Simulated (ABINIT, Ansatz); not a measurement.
# Quasiparticle gap of SrTiO3 (Tausonite) in ABINIT

Aim: the G0W0 gap of SrTiO3 (Tausonite) on PBE, step by step.

Main program and level: ABINIT 10.8.3; PBE and many-body steps on it, plane waves.

**The experiments to reproduce.**

- Gap 3.77 eV: direct gap (M0 critical point); spectroscopic ellipsometry, second-derivative fit; 300 K; bulk crystal (commercial single crystal) (“Optical probe of ferroelectric order in bulk and thin film perovskite titanates”, 2013, arxiv:1309.1245).

## (1) The structure

The structure is cubic, space group Pm-3m (No. 221). Conventional cell: a = 3.905 Å, b = 3.905 Å, c = 3.905 Å, α = 90.00°, β = 90.00°, γ = 90.00°. Nearest to Sr lie 12 O at 2.76 Å. Nearest to Ti lie 6 O at 1.95 Å. O has 2 Ti at 1.95 Å and 4 Sr at 2.76 Å nearest. Farther neighbours and most contacts between anions are not listed.

The cell and positions come from the Crystallography Open Database and are kept as given unless a step says otherwise.

## (2) Ground state

This step: ABINIT 10.8.3; DFT, PBE, plane waves, norm-conserving pseudopotentials.

The ground-state density comes first.

run.abi

```
acell 3*1.0 Angstrom
rprim 
  3.905280000000 0.000000000000 0.000000000000
  0.000000000000 3.905280000000 0.000000000000
  0.000000000000 0.000000000000 3.905280000000
ntypat 3
znucl 38 22 8
natom 5
typat 1 2 3 3 3
xred 
  0.500000000000 0.500000000000 0.500000000000
  0.000000000000 0.000000000000 0.000000000000
  0.500000000000 0.000000000000 0.000000000000
  0.000000000000 0.500000000000 0.000000000000
  0.000000000000 0.000000000000 0.500000000000
pp_dirpath "pseudos"
pseudos "Sr.upf, Ti.upf, O.upf"
ecut 38
ngkpt 6 6 6
nshiftk 1
shiftk 0 0 0
kptopt 1
chksymbreak 0
nband 26
occopt 1
tolvrs 1e-10
nstep 60
prtwf 0
indata_prefix "in"
outdata_prefix "out"
tmpdata_prefix "tmp"
```

Run with:

```bash
$ OMP_NUM_THREADS=1 mpirun -n 4 abinit run.abi > log
```

Numbers of over 12 decimals in the logs are rounded to 6 here.

Output:

```text
.Version 10.8.3 of ABINIT. v10.8.2 released Aug 2026.

 Symmetries : space group Pm -3 m (#221); Bravais cP (primitive cubic)
================================================================================
 Values of the parameters that define the memory need of the present run
     intxc =       0    ionmov =       0      iscf =       7    lmnmax =       6
     lnmax =       6     mgfft =      45  mpssoang =       3    mqgrid =    3001
     natom =       5  nloc_mem =       1    nspden =       1   nspinor =       1
    nsppol =       1      nsym =      48    n1xccc =    2501    ntypat =       3
    occopt =       1   xclevel =       2
-    mband =          26        mffmem =           1         mkmem =           5
       mpw =        4525          nfft =       91125          nkpt =          20
================================================================================
  Rough estimation (10% accuracy) of disk space for files :
================================================================================

--------------------------------------------------------------------------------
------------- Echo of variables that govern the present computation ------------
--------------------------------------------------------------------------------
 -outvars: echo values of preprocessed input variables --------
            acell      1.8897261259E+00  1.8897261259E+00  1.8897261259E+00 Bohr

      chksymbreak           0
             ecut      3.80000000E+01 Hartree
-          fftalg         312

              ixc     -101130
              kpt      0.00000000E+00  0.00000000E+00  0.00000000E+00
                       1.66666667E-01  0.00000000E+00  0.00000000E+00
                       3.33333333E-01  0.00000000E+00  0.00000000E+00
                       5.00000000E-01  0.00000000E+00  0.00000000E+00
                       1.66666667E-01  1.66666667E-01  0.00000000E+00
                       3.33333333E-01  1.66666667E-01  0.00000000E+00
                       5.00000000E-01  1.66666667E-01  0.00000000E+00
                       3.33333333E-01  3.33333333E-01  0.00000000E+00
                       5.00000000E-01  3.33333333E-01  0.00000000E+00
   [... 9 further rows ...]
                       5.00000000E-01  5.00000000E-01  3.33333333E-01
                       5.00000000E-01  5.00000000E-01  5.00000000E-01
         kptrlatt        6    0    0      0    6    0      0    0    6
          kptrlen      4.42794579E+01
P           mkmem           5
            natom           5
            nband          26
            ngfft          45      45      45
             nkpt          20
            nstep          60
             nsym          48
           ntypat           3
              occ      2.000000  2.000000  2.000000  2.000000  2.000000  2.000000
                       2.000000  2.000000  2.000000  2.000000  2.000000  2.000000
                       2.000000  2.000000  2.000000  2.000000  2.000000  2.000000
                       2.000000  2.000000  0.000000  0.000000  0.000000  0.000000
                       0.000000  0.000000
            prtwf           0
            rprim      3.9052800000E+00  0.0000000000E+00  0.0000000000E+00
[...]
spgroup         221

           tolvrs      1.00000000E-10

             xred      5.0000000000E-01  5.0000000000E-01  5.0000000000E-01
[...]
znucl       38.00000   22.00000    8.00000

================================================================================

 chkinp: Checking input parameters for consistency.

================================================================================
== DATASET  1 ==================================================================
-   mpi_nproc: 4, omp_nthreads: 1 (-1 if OMP is not activated)

--- !DatasetInfo
iteration_state: {dtset: 1, }
dimensions: {natom: 5, nkpt: 20, mband: 26, nsppol: 1, nspinor: 1, nspden: 1, mpw: 4525, }
cutoff_energies: {ecut:  38.0, pawecutdg:  -1.0, }
electrons: {nelect:   4.00000000E+01, charge:   0.00000000E+00, occopt:   1.00000000E+00, tsmear:   1.00000000E-02, }

 Real(R)+Recip(G) space primitive vectors, cartesian coordinates (Bohr,Bohr^-1):
 R(1)=  7.3799096  0.0000000  0.0000000  G(1)=  0.1355030  0.0000000  0.0000000
 R(2)=  0.0000000  7.3799096  0.0000000  G(2)=  0.0000000  0.1355030  0.0000000
 R(3)=  0.0000000  0.0000000  7.3799096  G(3)=  0.0000000  0.0000000  0.1355030
 Unit cell volume ucvol=  4.0193251E+02 bohr^3
 Angles (23,13,12)=  9.00000000E+01  9.00000000E+01  9.00000000E+01 degrees

 getcut: wavevector=  0.0000  0.0000  0.0000  ngfft=  45  45  45
         ecut(hartree)=     38.000   => boxcut(ratio)=   2.14855

--- Pseudopotential description ------------------------------------------------
- Sr Generated using ONCVPSP code by D. R. Hamann
- 38.00000  10.00000  171031                  znucl, zion, pspdat
12 -101130 2 -1 1834                          pspcod,pspxc,lmax,lloc,mmax
     nproj     2     2     2
  pspatm : epsatm=   12.84204793
         --- l  ekb(1:nproj) -->
[...]
pspatm: atomic psp has been read  and splines computed

- Ti Generated using ONCVPSP code by D. R. Hamann
- 22.00000  12.00000  171031                  znucl, zion, pspdat
12 -101130 2 -1 1586                          pspcod,pspxc,lmax,lloc,mmax
[...]
ETOT  6  -143.53667094116    -1.177E-02 2.378E-03 2.084E+01
 ETOT  7  -143.54052405821    -3.853E-03 9.859E-03 1.503E+00
 ETOT  8  -143.54082156406    -2.975E-04 1.867E-03 1.093E-01
 ETOT  9  -143.54084400344    -2.244E-05 4.528E-03 3.528E-04
 ETOT 10  -143.54084405617    -5.273E-08 1.489E-03 1.322E-04
 ETOT 11  -143.54084407869    -2.251E-08 1.326E-03 4.309E-06
 ETOT 12  -143.54084407962    -9.340E-10 9.459E-04 1.902E-09
 ETOT 13  -143.54084407962    -2.785E-12 1.805E-03 8.134E-10
 ETOT 14  -143.54084407963    -5.002E-12 1.226E-03 2.542E-12

 At SCF step   14       vres2   =  2.54E-12 < tolvrs=  1.00E-10 =>converged.

 Cartesian components of stress tensor (hartree/bohr^3)
  sigma(1 1)= -1.16965023E-04  sigma(3 2)=  0.00000000E+00
  sigma(2 2)= -1.16965023E-04  sigma(3 1)=  0.00000000E+00
  sigma(3 3)= -1.16965023E-04  sigma(2 1)=  0.00000000E+00

--- !ResultsGS
iteration_state: {dtset: 1, }
comment   : Summary of ground state results
lattice_vectors:
- [  7.3799096,   0.0000000,   0.0000000, ]
- [  0.0000000,   7.3799096,   0.0000000, ]
- [  0.0000000,   0.0000000,   7.3799096, ]
lattice_lengths: [   7.37991,    7.37991,    7.37991, ]
lattice_angles: [ 90.000,  90.000,  90.000, ] # degrees, (23, 13, 12)
lattice_volume:   4.0193251E+02
convergence: {deltae: -5.002E-12, res2:  2.542E-12, residm:  1.226E-03, diffor: null, }
etotal    :  -1.43540844E+02
entropy   :   0.00000000E+00
fermie    :   2.54497182E-01
cartesian_stress_tensor: # hartree/bohr^3
- [ -1.16965023E-04,   0.00000000E+00,   0.00000000E+00, ]
- [  0.00000000E+00,  -1.16965023E-04,   0.00000000E+00, ]
- [  0.00000000E+00,   0.00000000E+00,  -1.16965023E-04, ]
pressure_GPa:   3.4412E+00
xred      :
- [  5.0000E-01,   5.0000E-01,   5.0000E-01, Sr]
- [  0.0000E+00,   0.0000E+00,   0.0000E+00, Ti]
- [  5.0000E-01,   0.0000E+00,   0.0000E+00,  O]
- [  0.0000E+00,   5.0000E-01,   0.0000E+00,  O]
- [  0.0000E+00,   0.0000E+00,   5.0000E-01,  O]
cartesian_forces: # hartree/bohr
- [ -0.00000000E+00,  -0.00000000E+00,  -0.00000000E+00, ]
- [ -0.00000000E+00,  -0.00000000E+00,  -0.00000000E+00, ]
- [ -0.00000000E+00,  -0.00000000E+00,  -0.00000000E+00, ]
- [ -0.00000000E+00,  -0.00000000E+00,  -0.00000000E+00, ]
- [ -0.00000000E+00,  -0.00000000E+00,  -0.00000000E+00, ]
force_length_stats: {min:   0.00000000E+00, max:   0.00000000E+00, mean:   0.00000000E+00, }

 Integrated electronic density in atomic spheres:
 ------------------------------------------------
 Atom  Sphere_radius  Integrated_density
[...]
================================================================================

 ----iterations are completed or convergence reached----

 Mean square residual over all n,k,spin=   83.496E-07; max=  12.261E-04
 reduced coordinates (array xred) for    5 atoms
       0.500000000000      0.500000000000      0.500000000000
       0.000000000000      0.000000000000      0.000000000000
       0.500000000000      0.000000000000      0.000000000000
       0.000000000000      0.500000000000      0.000000000000
       0.000000000000      0.000000000000      0.500000000000
 rms dE/dt=  0.0000E+00; max dE/dt=  0.0000E+00; dE/dt below (all hartree)
    1       0.000000000000      0.000000000000      0.000000000000
    2       0.000000000000      0.000000000000      0.000000000000
    3       0.000000000000      0.000000000000      0.000000000000
    4       0.000000000000      0.000000000000      0.000000000000
    5       0.000000000000      0.000000000000      0.000000000000

 cartesian coordinates (angstrom) at end:
    1      1.952640     1.952640     1.952640
    2      0.000000     0.000000     0.000000
    3      1.952640     0.000000     0.000000
    4      0.000000     1.952640     0.000000
    5      0.000000     0.000000     1.952640

 cartesian forces (hartree/bohr) at end:
[...]
frms,max,avg= 0.0000000E+00 0.0000000E+00   0.000E+00  0.000E+00  0.000E+00 h/b

 cartesian forces (eV/Angstrom) at end:
    1     -0.000000    -0.000000    -0.000000
    2     -0.000000    -0.000000    -0.000000
    3     -0.000000    -0.000000    -0.000000
    4     -0.000000    -0.000000    -0.000000
    5     -0.000000    -0.000000    -0.000000
 frms,max,avg= 0.0000000E+00 0.0000000E+00   0.000E+00  0.000E+00  0.000E+00 e/A
 length scales=  1.889726125908  1.889726125908  1.889726125908 bohr
              =  1.000000000000  1.000000000000  1.000000000000 angstroms
 prteigrs : about to open file out_EIG
 Fermi (or HOMO) energy (hartree) =   0.25450   Average Vxc (hartree)=  -0.42036
 Eigenvalues (hartree) for nkpt=  20  k points:
 kpt#   1, nband= 26, wtk=  0.00463, kpt=  0.0000  0.0000  0.0000 (reduced coord)
  -1.81815   -0.94790   -0.94625   -0.94625   -0.94625   -0.38343   -0.34734   -0.34734
  -0.28601   -0.28601   -0.28601    0.15118    0.15118    0.15118    0.21165    0.21165
   0.21165    0.24145    0.24145    0.24145    0.32460    0.32460    0.32460    0.41575
   0.41576    0.45510
 prteigrs : prtvol=0 or 1, do not print more k-points.

--- !EnergyTerms
iteration_state     : {dtset: 1, }
comment             : Components of total free energy in Hartree
kinetic             :  6.54542980228912E+01
hartree             :  3.02029718585673E+01
xc                  : -2.97726453297862E+01
Ewald energy        : -1.06245779347251E+02
psp_core            :  4.58881612978461E+00
local_psp           : -1.06039726698925E+02
non_local_psp       : -1.72877871490931E+00
total_energy        : -1.43540844079629E+02
total_energy_eV     : -3.90594535032491E+03
band_energy         : -1.20259377884534E+01

 Cartesian components of stress tensor (hartree/bohr^3)
  sigma(1 1)= -1.16965023E-04  sigma(3 2)=  0.00000000E+00
  sigma(2 2)= -1.16965023E-04  sigma(3 1)=  0.00000000E+00
  sigma(3 3)= -1.16965023E-04  sigma(2 1)=  0.00000000E+00

-Cartesian components of stress tensor (GPa)         [Pressure=  3.4412E+00 GPa]
- sigma(1 1)= -3.44122979E+00  sigma(3 2)=  0.00000000E+00
- sigma(2 2)= -3.44122979E+00  sigma(3 1)=  0.00000000E+00
- sigma(3 3)= -3.44122979E+00  sigma(2 1)=  0.00000000E+00

== END DATASET(S) ==============================================================
================================================================================

 -outvars: echo values of variables after computation  --------
           etotal     -1.4354084408E+02
            nband          26
             nkpt          20
          spgroup         221
 [... the other variables as echoed above ...]

 Calculation completed.
```

Wall time 36 s (4 MPI ranks of Arm Neoverse V2, shared host); peak memory 0.35 GiB.

This step gave:

```yaml
total_energy: -3905.9454 eV
gap: 1.908 eV
k_of_the_valence_top: 0.5, 0.5, 0.5
k_of_the_conduction_bottom: 0, 0, 0
least_direct_gap: 2.263 eV
pressure: 3.441 GPa
```

The gap is indirect, with the least direct gap 0.36 eV higher.

The cutoff was set for levels, not for stress, so the pressure can be off by some GPa.

## (3) Empty states on the mesh, 4×4×4 mesh, 562 bands

The sums over transitions need many empty states on a uniform mesh; this step solves for them.

Changes to run.abi since step 2:

```diff
@@ -18,3 +18,3 @@
 ecut 38
-ngkpt 6 6 6
+ngkpt 4 4 4
 nshiftk 1
@@ -23,7 +23,10 @@
 chksymbreak 0
-nband 26
+irdden 1
+istwfk *1
+nband 562
+prtvol 0
+optdriver 6
+gwr_task "HDIAGO"
+paral_kgb 0
 occopt 1
-tolvrs 1e-10
-nstep 60
-prtwf 0
 indata_prefix "in"
```

Output:

```text
[banner, memory and clock lines left out]
.Version 10.8.3 of ABINIT. v10.8.2 released Aug 2026.

 Symmetries : space group Pm -3 m (#221); Bravais cP (primitive cubic)
[... echo of the input left out ...]
== DATASET  1 ==================================================================
-   mpi_nproc: 4, omp_nthreads: 1 (-1 if OMP is not activated)

--- !DatasetInfo
iteration_state: {dtset: 1, }
dimensions: {natom: 5, nkpt: 10, mband: 562, nsppol: 1, nspinor: 1, nspden: 1, mpw: 4632, }
cutoff_energies: {ecut:  38.0, pawecutdg:  -1.0, }
electrons: {nelect:   4.00000000E+01, charge:   0.00000000E+00, occopt:   1.00000000E+00, tsmear:   1.00000000E-02, }

.Using double precision arithmetic; gwpc =  8

- Reading GS density from: in_DEN

--- Pseudopotential description ------------------------------------------------
- Sr Generated using ONCVPSP code by D. R. Hamann
- 38.00000  10.00000  171031                  znucl, zion, pspdat
12 -101130 2 -1 1834                          pspcod,pspxc,lmax,lloc,mmax
     nproj     2     2     2
  pspatm : epsatm=   12.84204793
         --- l  ekb(1:nproj) -->
             0    9.951127    1.027824
             1    7.382610    1.665143
             2    4.168853    0.950057
 pspatm: atomic psp has been read  and splines computed

- Ti Generated using ONCVPSP code by D. R. Hamann
- 22.00000  12.00000  171031                  znucl, zion, pspdat
12 -101130 2 -1 1586                          pspcod,pspxc,lmax,lloc,mmax
     nproj     2     2     2
  pspatm : epsatm=   14.68144553
         --- l  ekb(1:nproj) -->
[...]
pspatm: atomic psp has been read  and splines computed

- O Generated using ONCVPSP code by D. R. Hamann
-  8.00000   6.00000  171031                  znucl, zion, pspdat
12 -101130 2 -1 936                           pspcod,pspxc,lmax,lloc,mmax
     nproj     2     2     1
  pspatm : epsatm=    6.19545534
         --- l  ekb(1:nproj) -->
             0    6.056735    0.824024
             1   -4.717130   -1.149271
             2   -1.331955
 pspatm: atomic psp has been read  and splines computed

   1.84439438E+03                                ecore*ucvol(ha*bohr**3)

 Total charge density [el/Bohr^3]
)     Maximum=    1.3479E+00  at reduced coord.    0.0000    0.0000    0.9111
)     Minimum=    5.0390E-03  at reduced coord.    0.4889    0.4889    0.0000
   Integrated=    4.0000E+01

 === KS gaps after direct diagonalization ===
 Indirect band gap semiconductor
 Fundamental gap:     1.908 (eV)
   VBM:     6.925 (eV) at k: [ 5.0000E-01,  5.0000E-01,  5.0000E-01]
   CBM:     8.833 (eV) at k: [ 0.0000E+00,  0.0000E+00,  0.0000E+00]
 Direct gap:         2.263 (eV) at k: [ 0.0000E+00,  0.0000E+00,  0.0000E+00]

== END DATASET(S) ==============================================================

 -outvars: echo values of variables after computation  --------
           etotal      0.0000000000E+00
            nband         562
             nkpt          10
          spgroup         221
 [... the other variables as echoed above ...]

 Calculation completed.
```

Wall time 3.6 min (4 MPI ranks); peak memory 4.7 GiB.

This step gave:

```
gap                                                           : 1.908 eV
k of the valence top                                          : 0.5, 0.5, 0.5
k of the conduction bottom                                    : 0, 0, 0
least direct gap                                              : 2.263 eV
k points computed                                             : 10
lowest point of the top converged band, above the valence top : 233.8938 eV
```

On this mesh the gap is 1.908 eV.

## (4) Screening, 4×4×4 mesh, 554 bands, screening to 326.5 eV

The RPA dielectric matrix is built and inverted for each q.

This step: RPA screening on PBE, plane waves, norm-conserving pseudopotentials.

Changes to run.abi since step 3:

```diff
@@ -23,10 +23,11 @@
 chksymbreak 0
-irdden 1
 istwfk *1
-nband 562
-prtvol 0
-optdriver 6
-gwr_task "HDIAGO"
-paral_kgb 0
 occopt 1
+irdwfk 1
+optdriver 3
+nband 554
+ecuteps 12
+inclvkb 2
+awtr 1
+symchi 1
 indata_prefix "in"
```

Output:

```text
.Version 10.8.3 of ABINIT. v10.8.2 released Aug 2026.

 Symmetries : space group Pm -3 m (#221); Bravais cP (primitive cubic)
[... echo of the input left out ...]
== DATASET  1 ==================================================================
-   mpi_nproc: 4, omp_nthreads: 1 (-1 if OMP is not activated)

--- !DatasetInfo
iteration_state: {dtset: 1, }
dimensions: {natom: 5, nkpt: 10, mband: 554, nsppol: 1, nspinor: 1, nspden: 1, mpw: 4632, }
cutoff_energies: {ecut:  38.0, pawecutdg:  -1.0, }
electrons: {nelect:   4.00000000E+01, charge:   0.00000000E+00, occopt:   1.00000000E+00, tsmear:   1.00000000E-02, }

 SCREENING: Calculation of the susceptibility and dielectric matrices

 Based on a program developped by R.W. Godby, V. Olevano, G. Onida, and L. Reining.
 Incorporated in ABINIT by V. Olevano, G.-M. Rignanese, and M. Torrent.
.Using double precision arithmetic ; gwpc =  8

[... cell and pseudopotentials left out ...]
--------------------------------------------------------------------------------

 ==== K-mesh for the wavefunctions ====
 Number of points in the irreducible wedge :    10
[... list of points left out ...]
 Together with 48 symmetry operations and time-reversal symmetry
 yields    64 points in the full Brillouin Zone.

 ==== Q-mesh for the screening function ====
 Number of points in the irreducible wedge :    10
[... list of points left out ...]
 Together with 48 symmetry operations and time-reversal symmetry
 yields    64 points in the full Brillouin Zone.

 setmesh: FFT mesh size selected  =    32x   32x   32
          total number of points  =        32768

 vcoul_init : cutoff-mode = AUXILIARY_FUNCTION
 q-points for optical limit:   1
     1)      0.000010    0.000020    0.000030

- screening: taking advantage of time-reversal symmetry
- Maximum band index for partially occupied states nbvw = 20
- Remaining bands to be divided among processors   nbcw = 534
- Number of bands treated by each node ~133

 Number of electrons calculated from density =   40.0000; Expected =   40.0000
 average of density, n =  0.099519
 r_s =    1.3387
 omega_plasma =   30.4305 [eV]

 calculating chi0 at frequencies [eV] :
  1    0.000000E+00    0.000000E+00
  2    0.000000E+00    3.043050E+01

--------------------------------------------------------------------------------
  q-point number  1        q = ( 0.000000, 0.000000, 0.000000) [r.l.u.]
--------------------------------------------------------------------------------
[... chi0 elements left out ...]
 For q-point:  0.000010 0.000020 0.000030
  dielectric constant =   6.3860
  dielectric constant without local fields =   6.7781

  Average fulfillment of the sum rule on Im[epsilon] for q-point    1 :     90.53  [%]
[... wings left out ...]
  q-point number  2        q = ( 0.250000, 0.000000, 0.000000) [r.l.u.]
--------------------------------------------------------------------------------
[... chi0 elements left out ...]
  Average fulfillment of the sum rule on Im[epsilon] for q-point    2 :     93.18  [%]

 [... 8 further q-points ...]
```

Wall time 22 min (4 MPI ranks); peak memory 4.1 GiB.

This step gave:

- ε∞ with local fields, on this mesh, along the program's q direction: 6.386
- the same without local fields: 6.778
- plasma frequency: 30.43 eV
- plane waves in the screening matrix: 799

Local fields lower ε∞ by 6 %. On a Γ-centred mesh this coarse the value itself is usually too large, while a short band sum pulls it down.

[end of part 1 of 2]

[Paths, hosts, dates, memory and timing lines, banners, echoed tables and standing remarks are left out of the program output.]

[Logs are printed without paths, hosts, clocks, repeated set-up lines and the standing remarks that a program may print on its own settings, such as how far it seeks lower states.]

[Runs of the session that timed out or met a known fault of the program may be left out.]

[Hosts, paths, dates, database ids (printed as entryN), source tags and the programs' standing remarks are cut or masked in the printed files.]

[G0W0 gaps are taken among the corrected bands and points alone; a level outside them can change the order at an edge.]

[Where Ansatz stands beside ABINIT at settings called matched, ABINIT's density can come from a denser mesh and the files from another edition; pairs whose starting gaps differed by over 0.03 eV were left out, so agreement reads better than it is.]
